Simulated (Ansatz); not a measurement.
# Quasiparticle gap of SnO2 (Cassiterite)

How far does one-shot GW move the HSE06 gap of SnO2 (Cassiterite)?

Calculated with Ansatz 0.2.0; HSE06, then G0W0 on it, plane waves, PAW.

**What was measured.**

- Gap 3.6 eV: experimental gap quoted from earlier work; bulk crystal (quoted in “Study on the Photocatalytic Properties of Flower-Shaped SnO2”, 2022, pmc:9565917).

## 1. Set-up

The structure is tetragonal, space group P4_2/mnm (No. 136). The conventional cell has a = 4.738 Å, b = 4.738 Å, c = 3.187 Å, α = 90.00°, β = 90.00°, γ = 90.00°. Nearest to Sn lie 6 O at 2.05 to 2.06 Å. O has 3 Sn at 2.05 to 2.06 Å nearest. Farther neighbours and most contacts between anions are not listed.

The cell and positions come from the Crystallography Open Database and are kept as given unless a step says otherwise. The default PAW set here is soft_2. Its files were made with PBE.

## 2. The starting point: HSE06

HSE06 mixes in a quarter of exact exchange at short range.

This step: DFT, HSE06, plane waves, PAW.

Contents of input.yaml:

```yaml
crystal:
  lattice:
    - [4.738, 0.0, 0.0]
    - [0.0, 4.738, 0.0]
    - [0.0, 0.0, 3.1865]
  atoms:
    - { symbol: Sn, position: [0.0, 0.0, 0.0] }
    - { symbol: Sn, position: [0.5, 0.5, 0.5] }
    - { symbol: O, position: [0.3071, 0.3071, 0.0] }
    - { symbol: O, position: [0.1929, 0.8071, 0.5] }
    - { symbol: O, position: [0.6929, 0.6929, 0.0] }
    - { symbol: O, position: [0.8071, 0.1929, 0.5] }
kpoints:
  mp_grid: { grid: [4, 4, 4] }
  band_path:
    path:
      - [0.0, 0.0, 0.0]
      - [0.0, 0.5, 0.0]
      - [0.5, 0.5, 0.0]
      - [0.0, 0.0, 0.5]
      - [0.0, 0.5, 0.5]
      - [0.5, 0.5, 0.5]
    npoints: 1
hamiltonian:
  xc: hse06
scf:
  occupations: { method: fixed }
  n_extra_bands: 6
output:
  eigenvalues: true
```

Launch:

```console
$ ansatz run input.yaml --threads 3 --pin off --max-ram 64512MiB --backend cuda --events-out ev --progress --plain --runs-dir out --devices 1 --max-vram 24GiB  # rebuilt from the run's record
```

Numbers of over 12 decimals in the logs are rounded to 6 here.

Log:

```text
scf.n_extra_bands = 6 over 26 filled bands (N_el = 52.0): the run solves 32 bands
GPUs: using 1 of 1 available (devices: 1).
Engine: ansatz 0.2.0, x86_64-unknown-linux-gnu
Pseudopotentials: kind: paw
Pseudopotential: Sn, paw, valence charge 14, recommended cutoff 420 eV (normal), Sn.paw.azcp
Pseudopotential: O, paw, valence charge 6, recommended cutoff 420 eV (normal), O.paw.azcp
Functional definition: HSE06
  parameter a = 0.25
  parameter omega = 0.11/bohr
  exchange = pbe_x - a*pbe_x_sr(omega) + a*exact_x_sr(omega)
  correlation = pbe_c
davidson cushion auto → on  (no smearing: the cushion is to keep the highest requested band from converging to the state above it; pin scf.eigensolver.cushion to override)
device memory: the entry about to start is reckoned to put 0.8 GiB on a device that reports 74.4 GiB free (of which the cap on the GPU budget leaves the run 24.0 GiB)
GPU FFT provider: cuFFT
GPU libraries: cuBLAS 13.8.2, cuFFT 12.4.0, cuSOLVER 12.3.4
Crystal: 6 atoms, lattice volume = 71.533 Å³
Basis set: ecut = 420 eV, 1411 PW (Γ)
Bands: 32, of which v1, the nominal top of the filled ones, is band 26 counted from 1 (25 counted from 0)
Symmetry: 16 space group operations
Space group: P42/mnm (ITA 136), of the structure as read, at distance tolerance 4.2e-5 Å
k-points: 18 of 64
Non-local potential: Sn, projectors of the file, l = 0: 2, l = 1: 2, l = 2: 2, l = 3: 2
Non-local potential: O, projectors of the file, l = 0: 2, l = 1: 2, l = 2: 1
PAW form: soft (Blöchl's): semilocal exchange-correlation on the pseudo side does not see the compensation charge
PAW frozen core: Sn, regenerated for the run's functional, and the local potential with it (the file was generated under x = pbe(κ = 0.804, μ = 0.219515), c = pbe(β = 0.066725))
PAW frozen core: O, regenerated for the run's functional, and the local potential with it (the file was generated under x = pbe(κ = 0.804, μ = 0.219515), c = pbe(β = 0.066725))
PAW one-centre angular grid: Sn, 590 points (default); XC on 64 Gauss nodes
PAW one-centre angular grid: O, 110 points (default); XC on 96 Gauss nodes
Initial density: superposition of atomic densities (neutral atoms: chi_scale 0, normalization atom), corrected by the library's trained network
Initial wavefunctions: pseudopotential atomic-orbital guess
GPU buffer pool allocated for 24576 grid points (all kernels)
GPU transforms: local potential and band sums: pruned to the plane-wave sphere, on 32×32×24
Functional: x = pbe(κ = 0.804, μ = 0.219515), c = pbe(β = 0.066725), warm-up for x = pbe(κ = 0.804, μ = 0.219515) + 0.25 (exact − pbe) at short range (hse, ω = 0.207870 Å⁻¹), c = pbe(β = 0.066725); HSE06 as pw.x's `hse` composes it (authors' and Libxc's form: `xc: wpbeh`)
SCF iter   1: F=—  HF=-14317.835957 eV  |F-HF|=—  |Δ(HF+E_count)|=         —  Δρ=1.19e-3  dr2=3.19e-4  ethr=1.77e-3  ⟨swp⟩=7.6  Hψ=2724  notcnv=0
preconditioner: auto → none  [insulator: Δε(μ)=1.279 eV  Ē_g=19.772 eV  n_scr=18 (ndim 8)  ℏωp=31.7 eV  f_vac=0.027]
SCF iter   2: F=-14317.840379 eV  HF=-14317.840118 eV  |F-HF|=2.61e-4  |Δ(HF+E_count)|=   4.16e-3  Δρ=5.36e-4  dr2=6.68e-5  ethr=6.13e-7  ⟨swp⟩=7.7  Hψ=2992  notcnv=0  defer=2
SCF 1 stopped early in 2 iterations: F = -14317.840379 eV  dr2 = 6.68e-5
  greatest PAW one-centre occupation: 0.996 electrons in one spin orbital (limit 2), on the Sn atom at site 0 (counted from 0), in its partial waves of l = 2
device memory: the entry about to start is reckoned to put 1.3 GiB (of the 1.4 GiB reckoned in all, the device holds 0.1 GiB already) on a device that reports 74.3 GiB free (of which the cap on the GPU budget leaves the run 23.9 GiB)
GPU FFT provider: cuFFT
GPU libraries: cuBLAS 13.8.2, cuFFT 12.4.0, cuSOLVER 12.3.4
Initial density: handed on by an earlier stage of this run
Initial wavefunctions: those handed on with the density
GPU buffer pool allocated for 24576 grid points (all kernels)
GPU transforms: local potential and band sums: pruned to the plane-wave sphere, on 32×32×24
Functional: x = pbe(κ = 0.804, μ = 0.219515) + 0.25 (exact − pbe) at short range (hse, ω = 0.207870 Å⁻¹), c = pbe(β = 0.066725); HSE06 as pw.x's `hse` composes it (authors' and Libxc's form: `xc: wpbeh`)
Exchange kernel: α = 0.2500, screened, ω = 0.2079 Å⁻¹, Wigner–Seitz truncation, v(0) = 1027.7282 eV·Å³, q-mesh 4×4×4, nearest image of the exchange supercell L = 12.75 Å, pair-density grid 30×30×20, without the augmentation charges, whose exchange is taken in its separable form by FFT convolution over the k-point mesh (sized by the pseudopotential files, 32×32×24 at the most), smooth part of the exact exchange by density-matrix convolution in up to 2.12 GiB of GPU memory as planned if the GPU has room (build and FFT work areas not counted)
Frozen-core exchange: fock
SCF iter   1: F=—  HF=-14325.521663 eV  |F-HF|=—  |Δ(HF+E_count)|=         —  Δρ=1.03e-2  dr2=4.76e-2  ethr=1.28e-6  ⟨swp⟩=8.4  Hψ=3233  notcnv=0
preconditioner: auto → none  [insulator: Δε(μ)=3.033 eV  Ē_g=22.473 eV  n_scr=18 (ndim 8)  ℏωp=31.7 eV  f_vac=0.027]
SCF iter   2: F=—  HF=-14325.509233 eV  |F-HF|=—  |Δ(HF+E_count)|=   1.24e-2  Δρ=5.51e-3  dr2=9.85e-3  ethr=1.28e-6  ⟨swp⟩=4.4  Hψ=2207  notcnv=0
SCF iter   3: F=—  HF=-14325.530765 eV  |F-HF|=—  |Δ(HF+E_count)|=   2.15e-2  Δρ=2.76e-3  dr2=5.23e-3  ethr=1.28e-6  ⟨swp⟩=4.4  Hψ=2128  notcnv=0
iter 4 solved again at ethr=3.68e-8 eV; its pass at ethr=1.28e-6 eV (dr2=1.91e-5 eV) is discarded
SCF iter   4: F=—  HF=-14325.529195 eV  |F-HF|=—  |Δ(HF+E_count)|=   1.57e-3  Δρ=1.88e-4  dr2=6.81e-5  ethr=3.68e-8  ⟨swp⟩=3.2  Hψ=3260  notcnv=0
SCF iter   5: F=—  HF=-14325.529522 eV  |F-HF|=—  |Δ(HF+E_count)|=   3.27e-4  Δρ=3.02e-4  dr2=5.93e-5  ethr=3.68e-8  ⟨swp⟩=4.7  Hψ=2054  notcnv=0
SCF iter   6: F=-14325.529504 eV  HF=-14325.529504 eV  |F-HF|=1.82e-8  |Δ(HF+E_count)|=   1.75e-5  Δρ=1.12e-5  dr2=2.38e-6  ethr=3.68e-8  ⟨swp⟩=3.7  Hψ=1684  notcnv=0
SCF 2 stopped early in 6 iterations: F = -14325.529504 eV  dr2 = 2.38e-6
hybrid outer 1: dexx = +2.496e-2 eV, tail = 1.24e-4 eV
GPU FFT provider: cuFFT
GPU libraries: cuBLAS 13.8.2, cuFFT 12.4.0, cuSOLVER 12.3.4
GPU buffer pool allocated for 24576 grid points (all kernels)
GPU transforms: local potential and band sums: pruned to the plane-wave sphere, on 32×32×24
Exchange kernel: α = 0.2500, screened, ω = 0.2079 Å⁻¹, Wigner–Seitz truncation, v(0) = 1027.7282 eV·Å³, q-mesh 4×4×4, nearest image of the exchange supercell L = 12.75 Å, pair-density grid 30×30×20, without the augmentation charges, whose exchange is taken in its separable form by FFT convolution over the k-point mesh (sized by the pseudopotential files, 32×32×24 at the most), smooth part of the exact exchange by density-matrix convolution in up to 2.12 GiB of GPU memory as planned if the GPU has room (build and FFT work areas not counted)
Frozen-core exchange: fock
SCF iter   1: F=—  HF=-14325.528812 eV  |F-HF|=—  |Δ(HF+E_count)|=         —  Δρ=4.05e-5  dr2=9.64e-7  ethr=1.19e-6  ⟨swp⟩=3.9  Hψ=1399  notcnv=0
preconditioner: auto → none  [insulator: Δε(μ)=3.042 eV  Ē_g=22.507 eV  n_scr=18 (ndim 8)  ℏωp=31.7 eV  f_vac=0.035]
SCF iter   2: F=—  HF=-14325.528815 eV  |F-HF|=—  |Δ(HF+E_count)|=   3.19e-6  Δρ=3.25e-5  dr2=3.26e-7  ethr=1.44e-9  ⟨swp⟩=5.9  Hψ=2513  notcnv=0  defer=8
SCF iter   3: F=-14325.528815 eV  HF=-14325.528815 eV  |F-HF|=9.79e-9  |Δ(HF+E_count)|=   7.87e-9  Δρ=1.19e-5  dr2=4.70e-8  ethr=5.53e-10  ⟨swp⟩=2.7  Hψ=1305  notcnv=0
SCF 3 converged in 3 iterations: F = -14325.528815 eV  dr2 = 4.70e-8
  greatest PAW one-centre occupation: 0.996 electrons in one spin orbital (limit 2), on the Sn atom at site 1 (counted from 0), in its partial waves of l = 2
hybrid outer 2: dexx = +1.196e-6 eV, tail = 1.72e-7 eV, Δε = 5.36e-3 eV (about 3.19e-4 eV left of the loop's levels)
device memory: the entry about to start is reckoned to put 0.4 GiB on a device that reports 69.6 GiB free (of which the cap on the GPU budget leaves the run 24.0 GiB)
NSCF: frozen V_eff on 6 k-points
hybrid SCF converged: 2 outer / 9 inner (+2 warm-up), last move |dexx| = 1.20e-6 eV, tail = 1.72e-7 eV
Stability not checked: this state was not tested for a lower state beside it, because the functional holds exact exchange (a hybrid, or Hartree-Fock), whose exchange loop this test does not read (fock_operator; see scf.lower_state_search)
Free energy (F): -14325.528815 eV
Frozen-core exchange: fock
Harris-Foulkes:  -14325.528815 eV  (|F-HF|=9.79e-9)
Internal energy: -14325.528815 eV  (E = F + TS)
E sigma→0 (E₀):  -14325.528815 eV
Fermi energy:    8.185129 eV
--- Per-component energies (eV) ---
  E_band       = -219.637199
  E_kinetic    = 1087.396594
  E_local      = -2857.995986  (includes V_loc(G=0)·N_el)
  E_nonlocal   = 128.880437
  E_hartree    = 1494.727196
  E_xc         = -832.505449
  E_vxc        = -448.347339  (∫ρ·V_xc dr)
  E_exx        = -152.403293  (= α·E_x^exact, valence–valence)
  E_paw        = -9011.197575  (= ΣΔE_a)
  E_vpaw       = -814.232547  (= ΣTr[D̂ρ^β])
  E_aug_tail   = 0.009935  (compensation charges beyond the density's cutoff)
  E_ewald      = -4182.851779
  E_core_change = 0.411106  (= ΣΔE_core)
  E_smearing   = -0.000000  (= −TS)
  E_closure    = -0.000000  (closes the sum)
  Σ components = -14325.528815   (vs F -14325.528815, Δ=0.00e0)
--- Band table (eV; the first three rows and the last of 18) ---
  k-point 0: bands = [... 22 lower, 7.1613, 7.4717, 7.4717, 8.1851, 11.2260, 16.3816, 16.4277, 16.4277, ... 2 higher]
  k-point 1: bands = [... 22 lower, 5.8307, 7.3865, 7.3865, 7.6495, 13.9075, 17.3448, 18.6710, 18.6710, ... 2 higher]
  k-point 2: bands = [... 22 lower, 6.4199, 6.4199, 6.8332, 6.8332, 16.5791, 16.5791, 20.0303, 20.0303, ... 2 higher]
  k-point 17: bands = [... 22 lower, 7.2177, 7.2177, 7.2775, 7.2775, 15.0969, 15.0969, 19.0268, 19.0268, ... 2 higher]
```

The job ended after 21 s (1 × NVIDIA H100 80GB HBM3 (shared by 3 runs) with 3 threads of AMD EPYC 7R13 (Zen 3), shared host; peak memory 1.3 GiB; 28 s of CPU time).

In the SCF lines HF is the Harris–Foulkes energy and dr2 the Hartree energy of the density residual, in eV; the loop may stop once dr2 is under the threshold and the program's other checks hold. Hψ counts applications of the Hamiltonian.

This step gave:

```
gap                     : 3.041 eV
valence top at          : Γ
conduction bottom at    : Γ
least direct gap        : 3.041 eV
exact-exchange fraction : 0.25
```

Over mesh and listed points the gap is 3.041 eV, direct, at k = Γ.

(Part 1 of 2 ends here.)

[Paths, hosts, dates, memory and timing lines, banners, echoed tables and standing remarks are left out of the program output.]

[Logs are printed without paths, hosts, clocks, repeated set-up lines and the standing remarks that a program may print on its own settings, such as how far it seeks lower states.]

[Runs of the session that timed out or met a known fault of the program may be left out.]

[Cells called generated may have been cut or substituted from an entry of the Crystallography Open Database or the Materials Project.]

[Hosts, paths, dates, database ids (printed as entryN), source tags and the programs' standing remarks are cut or masked in the printed files.]

[Where an RPA ε∞ is given, it is that of the G0W0 mesh and is not shown converged in it. Names of k-points follow the symmetry that the program found, which can be lower than the space group named. Band edges on a path are those of the sampled points; other points can move an edge, and change direct to indirect where valleys lie close.]

[Hybrid gaps are those of their k-mesh and are not shown converged in it.]
